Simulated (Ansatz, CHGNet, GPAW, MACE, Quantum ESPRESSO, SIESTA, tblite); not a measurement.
**Amorphous Hg20Zn15S35 (70 atoms): one structure in several programs**

How near do other programs and methods come to a plane-wave reference for amorphous Hg20Zn15S35 (70 atoms)? A plane-wave run serves as the reference.

Program: Ansatz 0.2.0. Level of theory: Kohn-Sham DFT, PBE, PAW, plane waves. Results are calculated unless marked as measured.

## (1) The structure

The cell holds 70 atoms: 20 Hg, 15 Zn and 35 S. Its edges and angles: a = 11.824 Å, b = 11.824 Å, c = 11.824 Å, α = 90.0°, β = 90.0°, γ = 90.0°. 70 atoms (20 Hg, 15 Zn, 35 S) placed at random at 6.14 g/cm³, melted at 2500 K for 10 ps at fixed volume with the Stillinger-Weber II-VI potential (Zhou et al., Phys. Rev. B 88, 085309 (2013)). Quenched from 2500 K to 700 K at 500 K/ps and fixed volume, held 5 ps, then minimised at fixed cell. Then every atom was moved at random, 0.03 Å r.m.s. a Cartesian component.

## (2) The reference run

The PAW files are the set soft_2.

File input.yaml:

```yaml
crystal:
  lattice:
    - [11.8242, 0.0, 0.0]
    - [0.0, 11.8242, 0.0]
    - [0.0, 0.0, 11.8242]
  atoms:
    - { symbol: Hg, position: [0.752, 0.33141, 0.20308] }
    - { symbol: Hg, position: [0.23239, 0.71439, 0.24719] }
    - { symbol: Hg, position: [0.01546, 0.10197, 0.71174] }
    - { symbol: Hg, position: [0.083, 0.04846, 0.43199] }
    [... 60 atom lines left out ...]
    - { symbol: S, position: [0.59775, 0.84283, 0.0413] }
    - { symbol: S, position: [0.87578, 0.26308, 0.37507] }
    - { symbol: S, position: [0.16405, 0.18378, 0.95606] }
    - { symbol: S, position: [0.76426, 0.12339, 0.77103] }
    - { symbol: S, position: [0.69384, 0.7646, 0.81321] }
    - { symbol: S, position: [0.54028, 0.07227, 0.64963] }
kpoints:
  mp_grid: { grid: [1, 1, 1] }
hamiltonian:
  xc: pbe
scf:
  occupations: { method: fermi_dirac, width: 0.05 }
output:
  forces: true
  eigenvalues: true
  populations: true
  stress: true
```

Command:

```bash
ansatz run input.yaml --threads 4 --pin off --max-ram 8192MiB --backend cpu --events-out ev --progress --plain --runs-dir out
```

The log of the run:

```text
[...]
Pseudopotentials: kind: paw
Pseudopotential: Hg, paw, valence charge 20, recommended cutoff 420 eV (normal), Hg.paw.azcp
Pseudopotential: Zn, paw, valence charge 12, recommended cutoff 420 eV (normal), Zn.paw.azcp
Pseudopotential: S, paw, valence charge 6, recommended cutoff 420 eV (normal), S.paw.azcp
[... 5 lines on functional and potentials left out ...]
Crystal: 70 atoms, lattice volume = 1653.162 Å³
Basis set: ecut = 420 eV, 32423 PW (Γ), exchange–correlation on 160×160×160 points (8 copies of the dense FFT grid, shifted against one another)
Bands: 474, of which v1, the nominal top of the filled ones, is band 395 counted from 1 (394 counted from 0)
Symmetry: 1 space group operations
Space group: P1 (ITA 1), of the structure as read, at distance tolerance 1.2e-4 Å
k-points: 1
[... 7 lines on functional and potentials left out ...]
Initial density: superposition of atomic densities (neutral atoms: chi_scale 0, normalization atom), corrected by the library's trained network
Initial wavefunctions: pseudopotential atomic-orbital guess
[...]
SCF iter   1: F=—  HF=-357626.887500 eV  |F-HF|=—  |Δ(HF+E_count)|=         —  Δρ=4.43e-3  dr2=9.16e-1  ethr=1.77e-3  ⟨swp⟩=6.0  Hψ=1699  notcnv=0  defer=16
preconditioner: auto → LDOS  [metal: Δε(μ)=0.057 eV  Ē_g=9.410 eV  σ=0.050 eV  W_gap=0.27  n_scr=388 (ndim 8)  ℏωp=22.9 eV  f_vac=0.060  D(μ)=29.24/eV (n_scr^D=170)  β→1.0]
[...]
SCF iter  12: F=—  HF=-357626.784433 eV  |F-HF|=—  |Δ(HF+E_count)|=   6.87e-8  Δρ=2.56e-6  dr2=2.47e-7  ethr=9.33e-11  ⟨swp⟩=2.0  Hψ=418  notcnv=0  defer=57
SCF iter  13: F=-357626.784433 eV  HF=-357626.784433 eV  |F-HF|=6.10e-8  |Δ(HF+E_count)|=   2.33e-8  Δρ=1.49e-6  dr2=6.56e-8  ethr=1.27e-11  ⟨swp⟩=10.0  Hψ=2145  notcnv=0
SCF 1 converged in 13 iterations: F = -357626.784433 eV  dr2 = 6.56e-8
[...]
SCF converged after 13 iterations
Free energy (F): -357626.784433 eV
Harris-Foulkes:  -357626.784433 eV  (|F-HF|=6.10e-8)
Internal energy: -357626.511604 eV  (E = F + TS)
E sigma→0 (E₀):  -357626.648018 eV
Entropy (-TS):   -0.272829 eV (-3.898 meV/atom)
Fermi energy:    7.160687 eV
--- Per-component energies (eV) ---
[...]
Σ components = -357626.784433   (vs F -357626.784433, Δ=0.00e0)
--- Forces (eV/Å), atoms counted from 1 ---
  atom   1  Hg     0.39032466     0.18077928     0.06912415
  atom   2  Hg    -0.72749016     0.09455199     0.23081070
  atom   3  Hg     0.00331555     0.26459242     0.36398663
  atom   4  Hg    -0.39192541    -0.30819156    -0.29086977
[...]
atom  70  S     -1.14277266    -0.03034316    -0.31224853
  max |Σ_I F_I| component: 4.03e-5 eV/Å
--- Stress (GPa, compression-positive) ---
       -1.609410      -0.511542      -0.285872
       -0.511542      -2.775788      -0.855633
       -0.285872      -0.855633      -1.617179
  P = ⅓ Tr σ = -2.0008 GPa (-20.008 kbar)
--- Band table (eV) ---
  k-point 0: bands = ["-107.5205", "-107.4801", "-107.4377", "-107.4211", [... 458 levels ...], "12.8044", "12.8523", "12.9456", "12.9941", "13.0321", "13.0746", "13.1281", "13.1664", "13.2283", "13.2920", "13.3072", "13.3430"]
--- Löwdin populations: 70 sites ---
  site symbol       q [e]
     0     Hg     19.0485
     1     Hg     19.0841
     2     Hg     19.1386
[...]
69      S      6.8338
  spilling = 0.008938 (of n_electrons = 790.000000)
```

It took 37 s on 4 threads of Arm Neoverse V1, shared host; peak memory 2.4 GiB.

The column dr2 measures how far the density is from self-consistency, as an energy; F and HF (Harris–Foulkes) agree once it is small.

The run gave:

| Quantity | Value |
| --- | --- |
| free energy | -357626.7844 eV |
| free energy per atom | -5108.9541 eV/atom |
| SCF cycles | 13 |
| pressure | -2.001 GPa |
| r.m.s. force component | 0.4099 eV/Å |
| longest force | 1.42 eV/Å |
| Fermi energy | 7.161 eV |
| levels partly filled by over 2 per cent | 6 |
| spilling of the projection | 0.008938 |

Length of the force by element:

```
element  coordination  atoms  mean length of the force (eV/Å)  spread  least  most
     Hg           all     20                            0.566   0.214  0.226  1.15
      S           all     35                            0.768   0.273  0.311  1.42
     Zn           all     15                            0.504   0.242  0.147  1.10
```

The levels nearest the highest filled one (over half full), pooled over k-points and spins:

```
level less the highest filled one (eV)  occupation
                                -0.197        1.96
                                -0.188        1.96
                                -0.113        1.81
                               -0.0775        1.65
                               -0.0458        1.43
                                     0        1.01
                                 0.136       0.125
                                 0.199       0.037
                                 0.213       0.028
                                 0.381       0.001
                                 0.554           0
                                 0.698           0
```

The run ends at a pressure of -2.00 GPa, with forces up to 1.4 eV/Å.

## (3) Local order

Density 6.14 g/cm³, 23.62 Å³ an atom.

Pair distribution functions g(r), in bins of 0.2 Å:

```
r (Å)  total   S-S  S-Hg  S-Zn  Hg-Hg  Hg-Zn  Zn-Zn
 2.30   0.39  0.00  0.00  1.80   0.00   0.00   0.00
 2.50   2.35  0.00  1.47  8.96   0.00   0.00   0.00
 2.70   1.83  0.00  5.35  1.44   0.00   0.00   0.00
 2.90   0.61  0.25  1.57  0.31   0.00   0.26   0.00
 3.10   0.90  1.80  0.80  0.25   0.65   0.22   1.76
 3.30   0.62  0.81  0.35  0.12   2.38   0.58   0.56
 3.50   1.13  1.39  0.61  0.30   2.71   2.15   1.43
 3.70   1.26  2.07  1.10  0.27   0.71   1.27   3.45
 3.90   1.07  1.40  0.49  0.73   2.17   1.30   1.93
 4.10   1.33  1.21  0.72  1.20   1.98   2.35   2.45
 4.30   1.21  1.82  0.66  1.35   0.73   1.30   1.25
 4.50   1.17  1.50  1.06  0.99   1.47   0.97   0.88
 4.70   0.96  0.92  0.98  1.30   0.29   1.09   0.27
 4.90   0.73  0.63  0.78  0.73   0.96   0.64   0.72
 5.10   0.90  0.58  1.12  1.21   0.64   0.76   0.67
 5.30   0.68  0.57  0.83  0.71   0.58   0.62   0.41
 5.50   0.88  0.74  0.78  1.03   1.20   0.79   1.17
 5.70   0.95  0.69  1.25  1.20   0.61   0.61   0.89
```

Bonds by pair of elements; cutoffs follow the first minimum of g(r), held within bounds set by covalent radii, and pairs that aren't listed don't count as bonded:

```
pair A-B  cutoff (Å)  bonds  mean length (Å)  spread (Å)  shortest (Å)  B about A  A about B
    S-Hg        3.15     73             2.75       0.162          2.44       2.09       3.65
    S-Zn        3.02     62             2.49       0.107          2.33       1.77       4.13
```

The cutoff for S-Hg falls short of the minimum of g(r), so counts run low and odd coordinations can be artefacts.

How many atoms have how many bonded neighbours:

```
element  mean  2   3   4  5  6
     Hg  3.65  2   5  11  2  0
      S  3.86  1  10  18  5  1
     Zn  4.13  0   1  11  3  0
```

Rings of the network by King's shortest-path rule, up to 12 atoms, one path for each pair of neighbours; H, halogens, alkali and alkaline-earth atoms are left out, and the last column divides by all other atoms, bonded or not:

```
ring size (atoms)  rings  per network atom
                4     18             0.257
                6     81              1.16
                8     55             0.786
               10      5             0.071
```

## (4) The other programs

The programs:
- CHGNet: machine-learned potential, published weights.
- GPAW 26.7.0: PAW with atomic orbitals (LCAO), plane waves or a real-space grid of spacing h.
- MACE: machine-learned potential, published weights.
- Quantum ESPRESSO 7.5: plane waves; labels (QE) give functional, pseudopotential set and cutoffs of waves/density.
- SIESTA 5.4.2: numerical atomic orbitals, whose automatically made sets are far from complete, with PseudoDojo norm-conserving potentials that we converted to its format (checked against plane waves on the same files for H, C, O, Si, Ge and Ca alone); labels give functional, basis size, energy shift and mesh cutoff.
- tblite 0.8.0: extended tight binding, driven from Python.

All use the same cell and atoms; the electronic-structure runs use the same k-mesh, and an electronic temperature of 580 K (0.05 eV) where levels are smeared.

Differences are against the plane-wave reference, forces as r.m.s. over components; share is that over the reference's r.m.s. force, slope the least-squares factor from reference forces to these. Total energies of different programs have different zeros and aren't compared.

```
                                                 run  Δ force, r.m.s. (meV/Å)  share (%)  slope  Δ pressure (GPa)  cores  CPU time  memory (GiB)
                                           reference                        -          -      -                 -      4   2.2 min           2.4
                              CHGNet 0.3.0 potential                      254       61.9  0.746            -0.121      1     3.8 s          0.67
                             CHGNet r2SCAN potential                      277       67.6  0.659            -0.981      1     3.8 s          0.67
                        GPAW PBE, LCAO dzp, h 0.15 Å                     55.4       13.5  0.999                 -      1    13 min           4.1
                         GPAW PBE, LCAO dzp, h 0.2 Å                     56.6       13.8  0.994                 -      1   6.4 min           1.9
            GPAW PBE, LCAO sz(dzp), h 0.2 Å (coarse)                      220       53.7  0.922                 -      1   2.6 min           1.6
                         MACE MP-0b2 small potential                      150       36.7  0.985             0.875      1     6.4 s          0.72
            QE PBE, sssp-1.3.0-efficiency, 45/360 Ry                     6.83       1.66  0.994            -0.435      4    35 min           4.5
SIESTA PBE, DZP, shift 0.01 Ry, mesh 100 Ry (coarse)                      205       49.9  1.056             -4.38      2      71 s          0.57
         SIESTA PBE, DZP, shift 0.01 Ry, mesh 500 Ry                      140       34.1  1.066             -4.56      2   5.4 min           1.7
SIESTA PBE, SZP, shift 0.01 Ry, mesh 500 Ry (coarse)                      974        238  1.470             -16.5      2   4.6 min           1.5
                                     tblite GFN1-xTB                      315       77.0  0.824            -0.406      1     4.2 s          0.14
```

Rows marked coarse were listed beforehand as settings not expected to be converged; some can still land near the reference.

Times of the machine-learned potentials are mostly Python's start and the loading of weights.

CPU time is summed over cores on a shared host, where runs went side by side, so it is rough. Symmetry, cutoffs, thresholds, outputs and thread counts weren't matched or tuned between programs; memory under MPI is the largest rank's times the ranks.

Within one program, basis, potentials and functional, energies share a zero. Each run against its twin at the usual cutoff or grid and solver:

```
                                        run                             twin  Δ energy (meV/atom)  Δ force, r.m.s. (meV/Å)  CPU time over the twin's
               GPAW PBE, LCAO dzp, h 0.15 Å                LCAO dzp, h 0.2 Å                -24.8                     20.0                       2.0
SIESTA PBE, DZP, shift 0.01 Ry, mesh 100 Ry  DZP, shift 0.01 Ry, mesh 500 Ry                -22.0                      148                      0.22
```

A second geometry, displaced anew (every atom was moved at random, 0.06 Å r.m.s. a Cartesian component), gives an energy difference that all programs can be tested on. The reference puts it at 13.73 meV/atom.

```
                                        run  energy less the first geometry's (meV/atom)  error (meV/atom)  force share at the second geometry (%)
                            tblite GFN1-xTB                                        17.04              3.31                                    73.4
                GPAW PBE, LCAO dzp, h 0.2 Å                                        13.84             0.109                                    14.3
SIESTA PBE, DZP, shift 0.01 Ry, mesh 500 Ry                                        18.02              4.29                                    37.1
                     CHGNet 0.3.0 potential                                        13.73             0.006                                    58.3
   QE PBE, sssp-1.3.0-efficiency, 45/360 Ry                                        13.80            0.0741                                    1.60
                    CHGNet r2SCAN potential                                        11.86             -1.87                                    64.4
                MACE MP-0b2 small potential                                        10.61             -3.12                                    34.6
SIESTA PBE, SZP, shift 0.01 Ry, mesh 500 Ry                                        30.43              16.7                                     228
            GPAW PBE, LCAO sz(dzp), h 0.2 Å                                        16.37              2.64                                    58.4
               GPAW PBE, LCAO dzp, h 0.15 Å                                        13.82            0.0934                                    13.6
SIESTA PBE, DZP, shift 0.01 Ry, mesh 100 Ry                                        15.88              2.15                                    49.9
```

## (5) What came out

```
reference r.m.s. force component                       : 0.410 eV/Å
nearest in forces                                      : QE PBE, sssp-1.3.0-efficiency, 45/360 Ry, 1.7 %
farthest in forces                                     : SIESTA PBE, SZP, shift 0.01 Ry, mesh 500 Ry (coarse), 238 %
cheapest electronic-structure run beside the reference : tblite GFN1-xTB, 4.2 s of CPU time
```

PBE on plane waves or a grid with other potentials, cutoffs or grids, coarse settings apart, differs from the reference by 1.7 % (QE PBE, sssp-1.3.0-efficiency, 45/360 Ry) of the r.m.s. force; this holds the reference's own error, so differences of a few per cent don't tell which side is nearer the exact PBE result (QE's 45 Ry are 612 eV, against the reference's 420 eV). The PBE runs in local orbitals, coarse settings apart, differ by 14 % (GPAW PBE, LCAO dzp, h 0.15 Å) to 34 % (SIESTA PBE, DZP, shift 0.01 Ry, mesh 500 Ry); basis, grid and potentials can all enter. Tight binding differs by 77 % (tblite GFN1-xTB); it is another model, with fitted parameters of its own, and the xTB methods hold dispersion. Machine-learned potentials differ by 37 % (MACE MP-0b2 small potential) to 68 % (CHGNet r2SCAN potential); they were trained on other programs' data, some at another functional. The cause of differences this large wasn't tested. Among those trained on PBE data the slope goes as low as 0.75, with a correlation of 0.80, so directions differ as well as sizes. Runs with settings chosen to be coarse differ by 50 % (SIESTA PBE, DZP, shift 0.01 Ry, mesh 100 Ry) to 238 % (SIESTA PBE, SZP, shift 0.01 Ry, mesh 500 Ry), their programs' other errors included. One electronic-structure run takes under half the reference's CPU time: tblite GFN1-xTB, at 77 % in 4.2 s against 2.2 min, too far off to be of use. In pressure, SIESTA PBE, SZP, shift 0.01 Ry, mesh 500 Ry misses by -16.5 GPa, at the same functional. The energy difference between the two geometries, 13.7 meV/atom in the reference, is met best by CHGNet 0.3.0 potential (+0.006) and worst by SIESTA PBE, SZP, shift 0.01 Ry, mesh 500 Ry (coarse) (+16.7). In the reference: counting bands leaves a spacing of only 0.046 eV (at Γ alone), which the smearing bridges: 6 levels are partly filled by over 2 %, so a gap, if any, is small at this level. In the reference: for some of the pairs, g(r) has its first main peak near 2.7 Å (S-Hg), 2.5 Å (S-Zn) and 3.4 Å (Hg-Hg). Periodic xTB results under one method name differ between programs and library versions. The potentials hold different valence shells: 790 electrons in the reference, 750 in GPAW, 910 in SIESTA and 910 in Quantum ESPRESSO with SSSP; this bears on time and differences. Machine-learned potentials mimic data converged in k, so the reference's own k-point error enters their differences. The quench rate of 500 K/ps is many orders above laboratory rates, so the cell is likely richer in defects and strain than a real sample. The network of bonds at the start is that of the classical potential that made the cell, and needn't be the one that DFT or experiment would give. The reference's pressure of -2.0 GPa belongs to a cell and atoms that aren't relaxed at this level. The electronic-structure runs sample only Γ, in a cell whose shortest periodic width is 12 Å, which is coarse for a cell with partly filled levels. Spin–orbit coupling is left out, which matters for the levels of the heavy elements.

[Also dropped from logs without a mark: logging warnings of Python, and SIESTA's first energy breakdown and zero terms.]

[Logs are printed without paths, hosts, clocks, repeated set-up lines and the standing remarks that a program may print on its own settings, such as how far it seeks lower states.]

[Hosts, paths, dates, database ids (printed as entryN), source tags and the programs' standing remarks are cut or masked in the printed files.]
